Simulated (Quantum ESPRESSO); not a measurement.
# How CdF2 absorbs and reflects light

Aim: the dielectric function of CdF2, and the optical constants that follow from it.

Calculated with Quantum ESPRESSO 7.5; DFT, PBE, plane waves with norm-conserving potentials (PseudoDojo), scalar-relativistic, independent-particle optical response without local fields and without the non-local commutator.

This account leaves out most program logs.

### Step 1. Set-up

Symmetry: Fm-3m, No. 225, cubic system. Conventional cell: a = 5.388 Å, b = 5.388 Å, c = 5.388 Å, α = 90.00°, β = 90.00°, γ = 90.00°. Nearest to Cd lie 8 F at 2.33 Å. Nearest to F lie 4 Cd at 2.33 Å. Farther neighbours and most contacts between anions are not listed.

### Step 2. Ground state

First the ground state: is it a metal or has it a gap?

This step: DFT, PBE, plane waves with norm-conserving potentials (PseudoDojo), scalar-relativistic, ground state (Quantum ESPRESSO 7.5).

Input file scf.in:

```
&control
  calculation = 'scf'
  prefix = 'x'
  outdir = './tmp'
  pseudo_dir = './'
  verbosity = 'high'
/
&system
  ibrav = 0
  nat = 3
  ntyp = 2
  ecutwfc = 90
  occupations = 'smearing'
  smearing = 'fd'
  degauss = 0.003675
  nbnd = 21
/
&electrons
  conv_thr = 1e-09
  electron_maxstep = 100
/
ATOMIC_SPECIES
  Cd 1.0 Cd.upf
  F 1.0 F.upf
CELL_PARAMETERS angstrom
  0.000000000000 2.694000000000 2.694000000000
  2.694000000000 0.000000000000 2.694000000000
  2.694000000000 2.694000000000 0.000000000000
ATOMIC_POSITIONS crystal
  Cd 0.000000000000 0.000000000000 0.000000000000
  F 0.750000000000 0.750000000000 0.750000000000
  F 0.250000000000 0.250000000000 0.250000000000
K_POINTS automatic
  7 7 7 0 0 0
```

On the command line:

```sh
> mpirun -n 4 pw.x -nk 4 -in scf.in
```

Wall time 6.8 s (4 MPI ranks of Arm Neoverse V2, shared host); peak memory 0.08 GiB; 27 s of CPU time.

Read-outs, printed or worked out from the files:

```
total energy           : -449.4 Ry
gap on the k-mesh      : 3.183 eV
direct gap on the mesh : 3.620 eV
```

There is a gap, 3.18 eV on this mesh (points off the mesh can give less), so no carriers' term is needed.

### Step 3. Ground state with the final occupations

With the gap or the metal settled, the ground state is repeated with the fitting occupations, and the later steps take its density.

Changes to scf.in since step 2:

```diff
@@ -12,6 +12,3 @@
   ecutwfc = 90
-  occupations = 'smearing'
-  smearing = 'fd'
-  degauss = 0.003675
-  nbnd = 21
+  occupations = 'fixed'
 /
```

On the command line:

```sh
> mpirun -n 4 pw.x -nk 4 -in scf.in
```

Elapsed: 6.5 s, on 4 MPI ranks; peak memory 0.08 GiB; 26 s of CPU time.

### Step 4. Bands on the whole mesh, 10×10×10

At the fixed density, many empty bands are solved on the mesh of the response, since the spectrum sums over them.

This step: DFT, PBE, plane waves with norm-conserving potentials (PseudoDojo), scalar-relativistic, bands at fixed density (Quantum ESPRESSO 7.5).

nscf.in, as its differences from scf.in of step 3:

```diff
@@ -1,3 +1,3 @@
 &control
-  calculation = 'scf'
+  calculation = 'nscf'
   prefix = 'x'
@@ -5,3 +5,2 @@
   pseudo_dir = './'
-  verbosity = 'high'
 /
@@ -13,2 +12,5 @@
   occupations = 'fixed'
+  nbnd = 34
+  nosym = .true.
+  noinv = .true.
 /
@@ -17,2 +19,3 @@
   electron_maxstep = 100
+  diago_full_acc = .true.
 /
@@ -30,2 +33,2 @@
 K_POINTS automatic
-  7 7 7 0 0 0
+  10 10 10 0 0 0
```

On the command line:

```sh
> mpirun -n 4 pw.x -nk 4 -in nscf.in
```

Elapsed: 7.4 min, on 4 MPI ranks; peak memory 0.06 GiB; 29 min of CPU time.

### Step 5. Dielectric function

With the density converged, the vertical transitions are summed over the zone.

This step: DFT, PBE, plane waves with norm-conserving potentials (PseudoDojo), scalar-relativistic, independent-particle optical response without local fields and without the non-local commutator (Quantum ESPRESSO 7.5).

Input file epsilon.in:

```
&inputpp
  prefix = 'x'
  outdir = './tmp'
  calculation = 'eps'
/
&energy_grid
  smeartype = 'gauss'
  intersmear = 0.4
  wmin = 0.0
  wmax = 22
  nw = 500
/
```

On the command line:

```sh
> mpirun -n 4 epsilon.x -nk 4 -in epsilon.in
```

Wall time 2.1 s (4 MPI ranks); peak memory 0.05 GiB.

Read-outs, printed or worked out from the files:

```
electronic dielectric constant ε∞, mean over x, y and z (by symmetry where fewer were run) : 3.549
main peak of Im epsilon, first axis                                                        : 10.43 eV
```

Some rows of epsi_x.dat:

```text
# energy grid [eV]     epsi_x  epsi_y  epsi_z
#
    0.176352705    0.002897870    0.002897870    0.002897870
    1.234468938    0.022244960    0.022244959    0.022244959
    2.292585170    0.054331760    0.054331759    0.054331759
    3.350701403    0.160621504    0.160621502    0.160621502
    4.408817635    1.317697545    1.317697542    1.317697541
    5.466933868    2.416254437    2.416254434    2.416254434
    6.525050100    2.556251707    2.556251704    2.556251704
    7.583166333    2.211186699    2.211186694    2.211186694
    8.641282565    1.711659288    1.711659283    1.711659282
    9.699398798    2.101117545    2.101117539    2.101117539
   10.757515030    2.713545597    2.713545591    2.713545591
   11.815631263    1.778462328    1.778462321    1.778462320
   12.873747495    2.065231900    2.065231892    2.065231892
   13.931863727    3.116216976    3.116216967    3.116216967
   14.989979960    2.155229581    2.155229572    2.155229572
   16.048096192    1.331128736    1.331128726    1.331128726
   17.106212425    1.066227343    1.066227331    1.066227332
   18.164328657    1.204157747    1.204157735    1.204157736
   19.222444890    0.893437227    0.893437214    0.893437217
   20.280561122    1.044597826    1.044597811    1.044597815
   21.338677355    1.072298312    1.072298297    1.072298303
```

The Im ε, any direction has structure finer than the step of the table below, so its rows give means over 0.5 eV, whole bins alone (the curve runs from 0 to 22 eV). Peaks (eV: height): 5.69: 2.78, 6.30: 2.78, 10.45: 3.65, 12.52: 2.51, 13.80: 3.28, 17.64: 1.53, 20.81: 1.31.

Values under the direct gap are tails of Lorentzian lines. Table of Im ε, any direction by photon energy; means over each step:

photon energy (eV), Im ε, any direction and a bar:
```
      0.5       0.01 
      1.0       0.02 
      1.5       0.03 
      2.0       0.04 
      2.5       0.07 #
      3.0       0.11 #
      3.5       0.22 ##
      4.0       0.72 ######
      4.5       1.62 ##############
      5.0       2.05 ##################
      5.5       2.45 #####################
      6.0       2.39 #####################
      6.5       2.56 ######################
      7.0       2.53 ######################
      7.5       2.35 #####################
      8.0       2.11 ##################
      8.5       1.77 ###############
      9.0       1.89 #################
      9.5       1.89 #################
     10.0       3.06 ###########################
     10.5       3.42 ##############################
     11.0       2.19 ###################
     11.5       1.71 ###############
     12.0       2.01 ##################
     12.5       2.42 #####################
     13.0       2.11 ##################
     13.5       2.68 #######################
     14.0       3.05 ###########################
     14.5       2.74 ########################
     15.0       2.13 ###################
     15.5       1.55 ##############
     16.0       1.36 ############
     16.5       1.18 ##########
     17.0       1.08 #########
     17.5       1.37 ############
     18.0       1.30 ###########
     18.5       1.14 ##########
     19.0       0.99 #########
     19.5       0.85 #######
     20.0       0.95 ########
     20.5       1.18 ##########
     21.0       1.27 ###########
     21.5       1.09 #########
```

The Re ε, any direction by photon energy:

```csv
photon energy (eV),"Re ε, any direction"
0,3.55
1,3.59
2,3.74
3,4.07
4,4.88
5,4.10
6,3.42
7,2.92
8,2.11
9,2.53
10,3.24
11,1.03
12,2.05
13,1.68
14,0.912
15,-0.0910
16,0.348
17,0.699
18,0.544
19,0.580
20,1.01
21,0.771
22,0.586
```

Refractive index n and extinction k against photon energy:

| photon energy (eV) | n | k |
| --- | --- | --- |
| 0 | 1.88 | 0 |
| 1 | 1.90 | 0.00460 |
| 2 | 1.93 | 0.0111 |
| 3 | 2.02 | 0.0257 |
| 4 | 2.22 | 0.178 |
| 5 | 2.08 | 0.484 |
| 6 | 1.94 | 0.569 |
| 7 | 1.85 | 0.702 |
| 8 | 1.60 | 0.662 |
| 9 | 1.69 | 0.579 |
| 10 | 1.97 | 0.803 |
| 11 | 1.30 | 0.822 |
| 12 | 1.57 | 0.649 |
| 13 | 1.47 | 0.691 |
| 14 | 1.43 | 1.07 |
| 15 | 1.01 | 1.05 |
| 16 | 0.933 | 0.723 |
| 17 | 0.999 | 0.546 |
| 18 | 0.985 | 0.653 |
| 19 | 0.932 | 0.538 |
| 20 | 1.10 | 0.440 |
| 21 | 1.06 | 0.600 |
| 22 | 0.966 | 0.590 |

Values under the direct gap are tails of Lorentzian lines. Table of loss function −Im 1/ε at q → 0, any direction by energy loss; read off at these points:

energy loss (eV), loss function −Im 1/ε at q → 0, any direction and a bar:
```
     0.00      0.000 
     0.50      0.001 
     1.00      0.001 
     1.50      0.002 
     2.00      0.003 
     2.50      0.004 
     3.00      0.006 
     3.50      0.011 
     4.00      0.032 #
     4.50      0.058 ##
     5.00      0.097 ####
     5.50      0.105 ####
     6.00      0.133 #####
     6.50      0.170 #######
     7.00      0.170 #######
     7.50      0.206 ########
     8.00      0.237 #########
     8.50      0.197 ########
     9.00      0.191 ########
     9.50      0.153 ######
    10.00      0.154 ######
    10.50      0.236 #########
    11.00      0.380 ###############
    11.07      0.382 ###############
    11.50      0.328 #############
    12.00      0.244 ##########
    12.50      0.271 ###########
    12.79      0.322 #############
    13.00      0.293 ############
    13.50      0.240 #########
    14.00      0.301 ############
    14.50      0.344 ##############
    15.00      0.468 ##################
    15.50      0.647 ##########################
    16.00      0.695 ###########################
    16.40      0.738 #############################
    16.50      0.732 #############################
    17.00      0.650 ##########################
    17.50      0.486 ###################
    18.00      0.660 ##########################
    18.50      0.680 ###########################
    19.00      0.747 ##############################
    19.09      0.760 ##############################
    19.50      0.651 ##########################
    20.00      0.496 ####################
    20.50      0.478 ###################
    21.00      0.574 #######################
    21.34      0.683 ###########################
    21.50      0.622 #########################
    22.00      0.694 ###########################
```

The reflectivity at normal incidence, any direction has structure finer than the step of the table below, so its rows give means over 1 eV, whole bins alone (the curve runs from 0 to 22 eV). Peaks (eV: height): 4.5: 16.5, 10.5: 19.9, 12.6: 13.5, 14.9: 21.7, 17.8: 10.5, 21.2: 8.39.

Table of reflectivity at normal incidence, any direction by photon energy; means over each step:

photon energy (eV), reflectivity at normal incidence, any direction (%) and a bar from the least value:
```
        1        9.6 ##########
        2       10.1 ###########
        3       11.4 #############
        4       14.4 ###################
        5       15.3 #####################
        6       14.8 ####################
        7       13.5 #################
        8       11.0 #############
        9       10.3 ###########
       10       16.0 ######################
       11       13.6 ##################
       12       10.5 ############
       13       12.0 ###############
       14       18.0 ##########################
       15       19.9 ##############################
       16       12.5 ################
       17        7.3 #####
       18        9.3 #########
       19        6.8 ####
       20        4.5 
       21        7.3 #####
```

At chosen wavelengths:

```csv
wavelength (nm),n,k,R (%),1/α
1064,1.90,0.005,9.6,15 µm
800,1.91,0.008,9.8,8.2 µm
450,1.99,0.020,11.0,1.8 µm
405,2.02,0.027,11.5,1.2 µm
308,2.21,0.188,14.6,130 nm
248,2.08,0.484,14.4,41 nm
193,1.89,0.717,14.7,21 nm
```

Below the direct gap, k and the depth come from the tails of the Lorentzian lines, not from transitions.

Rows near the edge hang on the gap, which this functional as a rule makes too small, and phonon-assisted absorption is left out.

### Step 6. Outcome

```
electronic dielectric constant ε∞, mean over x, y and z (by symmetry where fewer were run) (independent particles) : 3.55
main peak of Im epsilon, first axis                                                                                : 10.4 eV
```

What this shows: At this level (PBE, independent particles) CdF2 has ε∞ = 3.55 and n = 1.89 at 1550 nm, and Im ε peaks at 10.4 eV. Distinct maxima of Im ε, read by a parabola through the highest points, lie at 5.68 eV (2.8), 6.33 eV (2.8), 10.43 eV (3.7) and 13.78 eV (3.3). Excitons and phonon-assisted transitions are missing, and so are local fields; PBE gaps are as a rule too small, which pulls the onset down and ε∞ up. epsilon.x leaves out the commutator of the non-local potential, so its intensities are off, as a rule too high. The sum runs over mesh points, so small or evenly spaced maxima can still be ripples of the mesh.

[Machine, clock, banner and «Message from routine» lines are left out of the logs.]

[Logs are printed without paths, hosts, clocks, repeated set-up lines and the standing remarks that a program may print on its own settings, such as how far it seeks lower states.]

[Hosts, paths, dates, database ids (printed as entryN), source tags and the programs' standing remarks are cut or masked in the printed files.]
